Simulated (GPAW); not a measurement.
**Screening of a field by a 9-layer slab of Sr(110)**

Wanted: the out-of-plane polarisability of a 9-layer slab of Sr(110).

Method: GPAW, PAW setups; slab in vacuum, relaxation, in the first sound run; inputs show where later runs differ, in GPAW 26.7.0.

### Step 1. The structure

The cell holds 9 atoms: 9 Sr. Cell: a = 6.080 Å, b = 4.299 Å, c = 31.197 Å, α = 90.0°, β = 90.0°, γ = 90.0°. Vacuum lies along c.

### Step 2. Relaxation

The atoms are relaxed first, since the surface dipole, and with it the work function, follows the positions of the outer layers. The lowest 4 atoms are held at bulk positions and keep their forces.

File run.py:

```python
import json
import numpy as np
from ase import Atoms
from ase.constraints import FixAtoms
from ase.optimize import BFGS
from gpaw import GPAW, PW

slab = Atoms(
    ['Sr', 'Sr', 'Sr', 'Sr', 'Sr', 'Sr', 'Sr', 'Sr', 'Sr'],
    positions=[
        [0.00000, 0.00000, 7.00000],
        [3.04000, 2.14960, 9.14960],
        [0.00000, 0.00000, 11.29921],
        [3.04000, 2.14960, 13.44881],
        [0.00000, 0.00000, 15.59842],
        [3.04000, 2.14960, 17.74802],
        [0.00000, 0.00000, 19.89763],
        [3.04000, 2.14960, 22.04723],
        [0.00000, 0.00000, 24.19684]],
    cell=[[6.08, 0.0, 0.0], [0.0, 4.29921, 0.0], [0.0, 0.0, 31.19684]],
    pbc=[True, True, False])

slab.calc = GPAW(mode=PW(400), xc='PBE', kpts={'size': (5, 7, 1), 'gamma': True},
                 occupations={'name': 'fermi-dirac', 'width': 0.1}, nbands='160%',
                 convergence={'density': 1e-05}, maxiter=200,
                 poissonsolver={'dipolelayer': 'xy'},
                 symmetry={'tolerance': 1e-3, 'extra_ids': [1, 1, 1, 1, 0, 0, 0, 0, 0]}, txt='slab.txt')
result = {}
slab.set_constraint(FixAtoms([0, 1, 2, 3]))
path = []
opt = BFGS(slab, maxstep=0.2)
opt.attach(lambda: path.append((slab.get_potential_energy(), slab.positions.tolist(), slab.get_forces().tolist())))
result['relaxed'] = bool(opt.run(fmax=0.03, steps=40))
result['path'] = path
energy = slab.get_potential_energy()
fermi = slab.calc.get_fermi_level()
v = slab.calc.get_electrostatic_potential().mean((0, 1)) - fermi
n = slab.calc.get_pseudo_density().mean((0, 1))
L = slab.cell[2, 2]
z = np.arange(len(v)) * L / len(v)
low, high = slab.positions[:, 2].min(), slab.positions[:, 2].max()
below, above = np.interp([low - 4.8, high + 4.8], z, v)
slopes = [np.interp(x, z, np.gradient(v, z)) for x in (low - 4.8, high + 4.8)]
eps = np.array([[slab.calc.get_eigenvalues(k, s) for k in range(len(slab.calc.get_ibz_k_points()))]
                for s in range(slab.calc.get_number_of_spins())]) - fermi
top, bottom = eps[eps < 0].max(), eps[eps > 0].min()
dipole = slab.get_dipole_moment()[2]
print(f'energy {energy:.4f} eV, Fermi level {fermi:.4f} eV, dipole {dipole:.5f} e A')
print(f'potential 4.8 A off the faces, from the Fermi level: lower {below:.4f} eV, upper {above:.4f} eV')
print(f'slope of the potential there: lower {slopes[0]:.5f}, upper {slopes[1]:.5f} eV/A')
print(f'nearest levels on the mesh: {top:.4f} and {bottom:.4f} eV')
print('magnetic moment', round(slab.get_magnetic_moment(), 3))
result.update(energy=energy, fermi=fermi, dipole=dipole, below=below, above=above, slopes=slopes, edges=[top, bottom],
              z=z.tolist(), v=v.tolist(), n=n.tolist(), positions=slab.positions.tolist(),
              forces=slab.get_forces(apply_constraint=False).tolist(), moments=slab.get_magnetic_moments().tolist())
json.dump(result, open('result.json', 'w'))
```

The run is started by

```sh
OMP_NUM_THREADS=1 OPENBLAS_NUM_THREADS=1 python run.py
```

The log of the run:

```text
Step          Energy          fmax
BFGS:    0      -13.888133        0.062771
BFGS:    1      -13.888245        0.061474
BFGS:    2      -13.890671        0.031079
BFGS:    3      -13.890866        0.022246
energy -13.6912 eV, Fermi level 1.2128 eV, dipole -0.00024 e A
potential 4.8 A off the faces, from the Fermi level: lower 2.5949 eV, upper 2.5965 eV
slope of the potential there: lower -0.00679, upper 0.00679 eV/A
nearest levels on the mesh: -0.0027 and 0.0056 eV
magnetic moment 0.0
```

The job ended after 14 min (1 thread of Intel Xeon 6975P-C (Granite Rapids), shared host; peak memory 0.57 GiB).

The steps of the relaxation:

```tsv
step	energy less that of the first step (eV)	largest force (eV/Å)
1	0.0000	0.0628
2	-0.0001	0.0615
3	-0.0026	0.0311
4	-0.0028	0.0222
```

The atoms that moved most (Å):

```tsv
atom	dx	dy	dz	length
Sr9	0.000	0.000	-0.044	0.044
Sr7	0.000	0.000	0.041	0.041
Sr8	0.000	0.000	-0.011	0.011
```

Final coordinates:

```cif
data_structure
_symmetry_space_group_name_H-M 'P 1'
_symmetry_Int_Tables_number 1
_cell_length_a 6.0800
_cell_length_b 4.2992
_cell_length_c 31.1968
_cell_angle_alpha 90.000
_cell_angle_beta 90.000
_cell_angle_gamma 90.000
_cell_volume 815.46
loop_
_atom_site_label
_atom_site_type_symbol
_atom_site_fract_x
_atom_site_fract_y
_atom_site_fract_z
_atom_site_occupancy
Sr1 Sr 0.00000 0.00000 0.22438 1
Sr2 Sr 0.50000 0.50000 0.29329 1
Sr3 Sr 0.00000 0.00000 0.36219 1
Sr4 Sr 0.50000 0.50000 0.43110 1
Sr5 Sr 0.00000 0.00000 0.50000 1
Sr6 Sr 0.50000 0.50000 0.56878 1
Sr7 Sr 0.00000 0.00000 0.63913 1
Sr8 Sr 0.50000 0.50000 0.70635 1
Sr9 Sr 0.00000 0.00000 0.77421 1
```

This step gave:

```
dipole along the normal                    : -2.41e-4 e·Å
levels nearest the Fermi level on the mesh : -0.002739, 0.005589 eV from the Fermi level
upper work function                        : 2.597 eV
lower work function                        : 2.595 eV
```

The electrostatic potential energy of an electron (without an applied field's), less the Fermi level, planar mean oscillates, so the rows of the table below give means over windows of 2.17 Å about each position, cut where the curve ends. Its maxima inside the range that stand out by 2 % of the span (Å: eV): 8.1: -0.956, 10.2: -0.824, 12.3: -0.847, 14.5: -0.836, 16.7: -0.865, 18.8: -0.679, 21.0: -1.00, 23.1: -1.05. Its minima: 7.0: -7.07, 9.1: -6.72, 11.3: -6.83, 13.4: -6.84, 15.6: -6.85, 17.8: -6.83, 19.9: -6.85, 22.0: -6.75, 24.2: -7.10.

Table of electrostatic potential energy of an electron (without an applied field's), less the Fermi level, planar mean by z; means over each step:

```tsv
z (Å)	electrostatic potential energy of an electron (without an applied field's), less the Fermi level, planar mean (eV)
1.08	2.60
3.25	2.56
5.42	1.04
7.59	-3.58
9.77	-3.39
11.93	-3.43
14.11	-3.43
16.27	-3.45
18.45	-3.30
20.62	-3.57
22.79	-3.61
24.95	-1.88
27.12	2.44
29.30	2.60
```

The pseudo valence density, planar mean oscillates, so the rows of the table below give means over windows of 2.17 Å about each position, cut where the curve ends. Its maxima inside the range that stand out by 2 % of the span (Å: e/Å³): 6.9: 0.299, 9.1: 0.309, 11.3: 0.309, 13.4: 0.310, 15.6: 0.310, 17.8: 0.309, 19.9: 0.310, 22.1: 0.309, 24.0: 0.294. Its minima: 8.0: 0.0761, 10.2: 0.0753, 12.3: 0.0751, 14.5: 0.0749, 16.7: 0.0752, 18.8: 0.0708, 21.0: 0.0803, 23.2: 0.0808.

Pseudo valence density, planar mean against z; means over each step:

```tsv
z (Å)	pseudo valence density, planar mean (e/Å³)
1.08	1.6e-5
3.25	7.1e-4
5.42	0.0330
7.59	0.175
9.77	0.179
11.93	0.178
14.11	0.178
16.27	0.179
18.45	0.174
20.62	0.183
22.79	0.182
24.95	0.122
27.12	0.00239
29.30	6.4e-5
```

The relaxation lowered the energy of the cell by 0.00278 eV (energies extrapolated to zero smearing; the optimiser's log prints free energies). The largest force left on a free atom is 0.022 eV/Å.

### Step 3. Plane waves, PBE

The work function is the vacuum plateau of the electrostatic potential less the Fermi level; a dipole layer lets the two faces have plateaus of their own.

This step: GPAW, PAW setups; slab in vacuum (GPAW 26.7.0).

run.py, as its differences from that of step 2:

```diff
@@ -3,4 +3,2 @@
 from ase import Atoms
-from ase.constraints import FixAtoms
-from ase.optimize import BFGS
 from gpaw import GPAW, PW
@@ -14,7 +12,7 @@
         [3.04000, 2.14960, 13.44881],
-        [0.00000, 0.00000, 15.59842],
-        [3.04000, 2.14960, 17.74802],
-        [0.00000, 0.00000, 19.89763],
-        [3.04000, 2.14960, 22.04723],
-        [0.00000, 0.00000, 24.19684]],
+        [0.00000, 0.00000, 15.59855],
+        [3.04000, 2.14960, 17.74406],
+        [0.00000, -0.00000, 19.93890],
+        [3.04000, 2.14960, 22.03576],
+        [0.00000, 0.00000, 24.15301]],
     cell=[[6.08, 0.0, 0.0], [0.0, 4.29921, 0.0], [0.0, 0.0, 31.19684]],
@@ -26,10 +24,4 @@
                  poissonsolver={'dipolelayer': 'xy'},
-                 symmetry={'tolerance': 1e-3, 'extra_ids': [1, 1, 1, 1, 0, 0, 0, 0, 0]}, txt='slab.txt')
+                 symmetry={'tolerance': 1e-3}, txt='slab.txt')
 result = {}
-slab.set_constraint(FixAtoms([0, 1, 2, 3]))
-path = []
-opt = BFGS(slab, maxstep=0.2)
-opt.attach(lambda: path.append((slab.get_potential_energy(), slab.positions.tolist(), slab.get_forces().tolist())))
-result['relaxed'] = bool(opt.run(fmax=0.03, steps=40))
-result['path'] = path
 energy = slab.get_potential_energy()
```

The log of the run:

```text
energy -13.6912 eV, Fermi level 1.2128 eV, dipole -0.00029 e A
potential 4.8 A off the faces, from the Fermi level: lower 2.5947 eV, upper 2.5968 eV
slope of the potential there: lower -0.00679, upper 0.00679 eV/A
nearest levels on the mesh: -0.0027 and 0.0056 eV
magnetic moment 0.0
```

Run time: 4.6 min. Hardware: 1 thread; peak memory 0.56 GiB.

Numbers from this step:

| Property | Result |
| --- | --- |
| dipole along the normal | -2.93e-4 e·Å |
| levels nearest the Fermi level on the mesh | -0.002737, 0.005609 eV from the Fermi level |

The electrostatic potential energy of an electron (without an applied field's), less the Fermi level, planar mean oscillates, so the rows of the table below give means over windows of 2.17 Å about each position, cut where the curve ends. Its maxima inside the range that stand out by 2 % of the span (Å: eV): 8.1: -0.956, 10.2: -0.824, 12.3: -0.847, 14.5: -0.836, 16.7: -0.865, 18.8: -0.679, 21.0: -1.00, 23.1: -1.05. Its minima: 7.0: -7.07, 9.1: -6.72, 11.3: -6.83, 13.4: -6.84, 15.6: -6.85, 17.8: -6.83, 19.9: -6.85, 22.0: -6.75, 24.2: -7.10.

The electrostatic potential energy of an electron (without an applied field's), less the Fermi level, planar mean by z; means over each step:

(Unchanged from step 2.)

The pseudo valence density, planar mean oscillates, so the rows of the table below give means over windows of 2.17 Å about each position, cut where the curve ends. Its maxima inside the range that stand out by 2 % of the span (Å: e/Å³): 6.9: 0.299, 9.1: 0.309, 11.3: 0.309, 13.4: 0.310, 15.6: 0.310, 17.8: 0.309, 19.9: 0.310, 22.1: 0.309, 24.0: 0.294. Its minima: 8.0: 0.0761, 10.2: 0.0753, 12.3: 0.0751, 14.5: 0.0749, 16.7: 0.0752, 18.8: 0.0708, 21.0: 0.0803, 23.2: 0.0808.

Table of pseudo valence density, planar mean by z; means over each step:

```tsv
z (Å)	pseudo valence density, planar mean (e/Å³)
1.08	1.6e-5
3.25	7.1e-4
5.42	0.0330
7.59	0.175
9.77	0.179
11.93	0.178
14.11	0.178
16.27	0.179
18.45	0.174
20.62	0.183
22.79	0.182
24.95	0.122
27.12	0.00239
29.30	6.4e-5
```

Force by atom:

```tsv
atom	x (eV/Å)	y (eV/Å)	z (eV/Å)	size
Sr1	0.0000	0.0000	0.0626	0.0626
Sr2	0.0000	0.0000	0.0157	0.0157
Sr3	0.0000	0.0000	-0.0613	0.0613
Sr4	0.0000	0.0000	0.0070	0.0070
Sr5	0.0000	0.0000	0.0093	0.0093
Sr6	0.0000	0.0000	0.0128	0.0128
Sr7	0.0000	0.0000	-0.0220	0.0220
Sr8	0.0000	0.0000	-0.0067	0.0067
Sr9	0.0000	0.0000	-0.0175	0.0175
```

The potential is flat to 0.007 eV/Å where it is read, so the vacuum is wide enough.

### Step 4. In a field

A uniform field along the normal polarises the slab; the atoms stay fixed, so this is the electronic response alone.

run.py, as its differences from that of step 3:

```diff
@@ -4,2 +4,3 @@
 from gpaw import GPAW, PW
+from gpaw.external import ConstantElectricField
 
@@ -24,2 +25,3 @@
                  poissonsolver={'dipolelayer': 'xy'},
+                 external=ConstantElectricField(-0.2, [0, 0, 1]),
                  symmetry={'tolerance': 1e-3}, txt='slab.txt')
```

The log of the run:

```text
energy -13.7554 eV, Fermi level 1.2073 eV, dipole -0.64205 e A
potential 4.8 A off the faces, from the Fermi level: lower 0.3941 eV, upper 4.8342 eV
slope of the potential there: lower -0.00412, upper 0.01200 eV/A
nearest levels on the mesh: -0.0038 and 0.0046 eV
magnetic moment 0.0
```

It took 5.3 min on 1 thread; peak memory 0.72 GiB.

This step gave:

| Quantity | Value |
| --- | --- |
| dipole along the normal | -0.6421 e·Å |
| levels nearest the Fermi level on the mesh | -0.003806, 0.004631 eV from the Fermi level |
| potential below the slab, the applied field's own ramp left out | 0.3941 eV from the Fermi level |
| potential above the slab, the applied field's own ramp left out | 4.834 eV from the Fermi level |

The electrostatic potential energy of an electron (without an applied field's), less the Fermi level, planar mean oscillates, so the rows of the table below give means over windows of 2.17 Å about each position, cut where the curve ends. Its maxima inside the range that stand out by 2 % of the span (Å: eV): 8.1: -2.45, 10.2: -1.91, 12.3: -1.50, 14.5: -1.05, 16.7: -0.649, 18.8: -0.0281, 21.0: 0.0802, 23.1: 0.435, 30.8: 4.84. Its minima: 7.0: -8.78, 9.1: -8.02, 11.3: -7.69, 13.4: -7.27, 15.6: -6.85, 17.8: -6.40, 19.9: -5.99, 22.0: -5.47, 24.2: -5.39.

The electrostatic potential energy of an electron (without an applied field's), less the Fermi level, planar mean by z; means over each step:

```tsv
z (Å)	electrostatic potential energy of an electron (without an applied field's), less the Fermi level, planar mean (eV)
1.08	0.588
3.25	0.366
5.42	-0.998
7.59	-5.17
9.77	-4.55
11.93	-4.17
14.11	-3.73
16.27	-3.31
18.45	-2.73
20.62	-2.57
22.79	-2.18
24.95	0.00465
27.12	4.63
29.30	4.83
```

Force by atom:

```tsv
atom	x (eV/Å)	y (eV/Å)	z (eV/Å)	size
Sr1	0.0000	0.0000	0.0579	0.0579
Sr2	0.0000	0.0000	0.0182	0.0182
Sr3	0.0000	0.0000	-0.0615	0.0615
Sr4	0.0000	0.0000	0.0063	0.0063
Sr5	0.0000	0.0000	0.0094	0.0094
Sr6	0.0000	0.0000	0.0115	0.0115
Sr7	0.0000	0.0000	-0.0224	0.0224
Sr8	0.0000	0.0000	-0.0046	0.0046
Sr9	0.0000	0.0000	-0.0163	0.0163
```

The dipole is now -0.642 e Å, against -2.9e-4 in the run without a field.

### Step 5. In a field

run.py, as its differences from that of step 4:

```diff
@@ -25,3 +25,3 @@
                  poissonsolver={'dipolelayer': 'xy'},
-                 external=ConstantElectricField(-0.2, [0, 0, 1]),
+                 external=ConstantElectricField(-0.1, [0, 0, 1]),
                  symmetry={'tolerance': 1e-3}, txt='slab.txt')
```

The log of the run:

```text
energy -13.7072 eV, Fermi level 1.2117 eV, dipole -0.32099 e A
potential 4.8 A off the faces, from the Fermi level: lower 1.4892 eV, upper 3.7092 eV
slope of the potential there: lower -0.00523, upper 0.00896 eV/A
nearest levels on the mesh: -0.0029 and 0.0051 eV
magnetic moment 0.0
```

It took 6.2 min on 1 thread; peak memory 0.72 GiB.

This step gave:

| Item | Value |
| --- | --- |
| dipole along the normal | -0.3210 e·Å |
| levels nearest the Fermi level on the mesh | -0.002901, 0.005145 eV from the Fermi level |
| potential below the slab, the applied field's own ramp left out | 1.489 eV from the Fermi level |
| potential above the slab, the applied field's own ramp left out | 3.709 eV from the Fermi level |

The electrostatic potential energy of an electron (without an applied field's), less the Fermi level, planar mean oscillates, so the rows of the table below give means over windows of 2.17 Å about each position, cut where the curve ends. Its maxima inside the range that stand out by 2 % of the span (Å: eV): 8.1: -1.70, 10.2: -1.37, 12.3: -1.17, 14.5: -0.944, 16.7: -0.757, 18.8: -0.354, 21.0: -0.462, 23.1: -0.309, 30.8: 3.71. Its minima: 7.0: -7.92, 9.1: -7.37, 11.3: -7.26, 13.4: -7.06, 15.6: -6.85, 17.8: -6.61, 19.9: -6.42, 22.0: -6.11, 24.2: -6.24.

Table of electrostatic potential energy of an electron (without an applied field's), less the Fermi level, planar mean by z; means over each step:

z (Å), electrostatic potential energy of an electron (without an applied field's), less the Fermi level, planar mean (eV) and a bar from the least value:
```
     1.08       1.59 ######################
     3.25       1.46 ######################
     5.42       0.02 ################
     7.59      -4.38 
     9.77      -3.97 ##
    11.93      -3.80 ##
    14.11      -3.58 ###
    16.27      -3.38 ####
    18.45      -3.01 #####
    20.62      -3.07 #####
    22.79      -2.90 #####
    24.95      -0.94 #############
    27.12       3.53 #############################
    29.30       3.71 ##############################
```

Force by atom:

```tsv
atom	x (eV/Å)	y (eV/Å)	z (eV/Å)	size
Sr1	0.0000	0.0000	0.0611	0.0611
Sr2	0.0000	0.0000	0.0170	0.0170
Sr3	0.0000	0.0000	-0.0613	0.0613
Sr4	0.0000	0.0000	0.0065	0.0065
Sr5	0.0000	0.0000	0.0093	0.0093
Sr6	0.0000	0.0000	0.0125	0.0125
Sr7	0.0000	0.0000	-0.0217	0.0217
Sr8	0.0000	0.0000	-0.0053	0.0053
Sr9	0.0000	0.0000	-0.0180	0.0180
```

The dipole is now -0.321 e Å, against -2.9e-4 in the run without a field.

### Step 6. Field on

run.py, as its differences from that of step 5:

```diff
@@ -25,3 +25,3 @@
                  poissonsolver={'dipolelayer': 'xy'},
-                 external=ConstantElectricField(-0.1, [0, 0, 1]),
+                 external=ConstantElectricField(-0.05, [0, 0, 1]),
                  symmetry={'tolerance': 1e-3}, txt='slab.txt')
```

The log of the run:

```text
energy -13.6952 eV, Fermi level 1.2127 eV, dipole -0.16064 e A
potential 4.8 A off the faces, from the Fermi level: lower 2.0406 eV, upper 3.1516 eV
slope of the potential there: lower -0.00595, upper 0.00779 eV/A
nearest levels on the mesh: -0.0027 and 0.0054 eV
magnetic moment 0.0
```

Run time: 6.6 min. Hardware: 1 thread; peak memory 0.69 GiB.

The electrostatic potential energy of an electron (without an applied field's), less the Fermi level, planar mean oscillates, so the rows of the table below give means over windows of 2.17 Å about each position, cut where the curve ends. Its maxima inside the range that stand out by 2 % of the span (Å: eV): 8.1: -1.33, 10.2: -1.10, 12.3: -1.01, 14.5: -0.890, 16.7: -0.811, 18.8: -0.516, 21.0: -0.733, 23.1: -0.681, 30.8: 3.16. Its minima: 7.0: -7.49, 9.1: -7.05, 11.3: -7.04, 13.4: -6.95, 15.6: -6.85, 17.8: -6.72, 19.9: -6.64, 22.0: -6.43, 24.2: -6.67.

Table of electrostatic potential energy of an electron (without an applied field's), less the Fermi level, planar mean by z; means over each step:

```tsv
z (Å)	electrostatic potential energy of an electron (without an applied field's), less the Fermi level, planar mean (eV)
1.08	2.09
3.25	2.00
5.42	0.526
7.59	-3.98
9.77	-3.68
11.93	-3.62
14.11	-3.50
16.27	-3.42
18.45	-3.16
20.62	-3.32
22.79	-3.26
24.95	-1.41
27.12	2.98
29.30	3.15
```

### Step 7. In a field

run.py, as its differences from that of step 6:

```diff
@@ -25,3 +25,3 @@
                  poissonsolver={'dipolelayer': 'xy'},
-                 external=ConstantElectricField(-0.05, [0, 0, 1]),
+                 external=ConstantElectricField(0.05, [0, 0, 1]),
                  symmetry={'tolerance': 1e-3}, txt='slab.txt')
```

The log of the run:

```text
energy -13.6952 eV, Fermi level 1.2120 eV, dipole 0.16005 e A
potential 4.8 A off the faces, from the Fermi level: lower 3.1517 eV, upper 2.0448 eV
slope of the potential there: lower -0.00779, upper 0.00595 eV/A
nearest levels on the mesh: -0.0029 and 0.0058 eV
magnetic moment 0.0
```

Elapsed: 7.1 min, on 1 thread; peak memory 0.69 GiB.

### Step 8. In a field

run.py, as its differences from that of step 7:

```diff
@@ -25,3 +25,3 @@
                  poissonsolver={'dipolelayer': 'xy'},
-                 external=ConstantElectricField(0.05, [0, 0, 1]),
+                 external=ConstantElectricField(0.1, [0, 0, 1]),
                  symmetry={'tolerance': 1e-3}, txt='slab.txt')
```

The log of the run:

```text
energy -13.7072 eV, Fermi level 1.2104 eV, dipole 0.32041 e A
potential 4.8 A off the faces, from the Fermi level: lower 3.7117 eV, upper 1.4957 eV
slope of the potential there: lower -0.00896, upper 0.00523 eV/A
nearest levels on the mesh: -0.0033 and 0.0060 eV
magnetic moment 0.0
```

Wall time 6.9 min (1 thread); peak memory 0.71 GiB.

The dipole is now 0.320 e Å, against -2.9e-4 in the run without a field.

[end of part 1 of 2]

[Logs are printed without paths, hosts, clocks, repeated set-up lines and the standing remarks that a program may print on its own settings, such as how far it seeks lower states.]

[Hosts, paths, dates, database ids (printed as entryN), source tags and the programs' standing remarks are cut or masked in the printed files.]
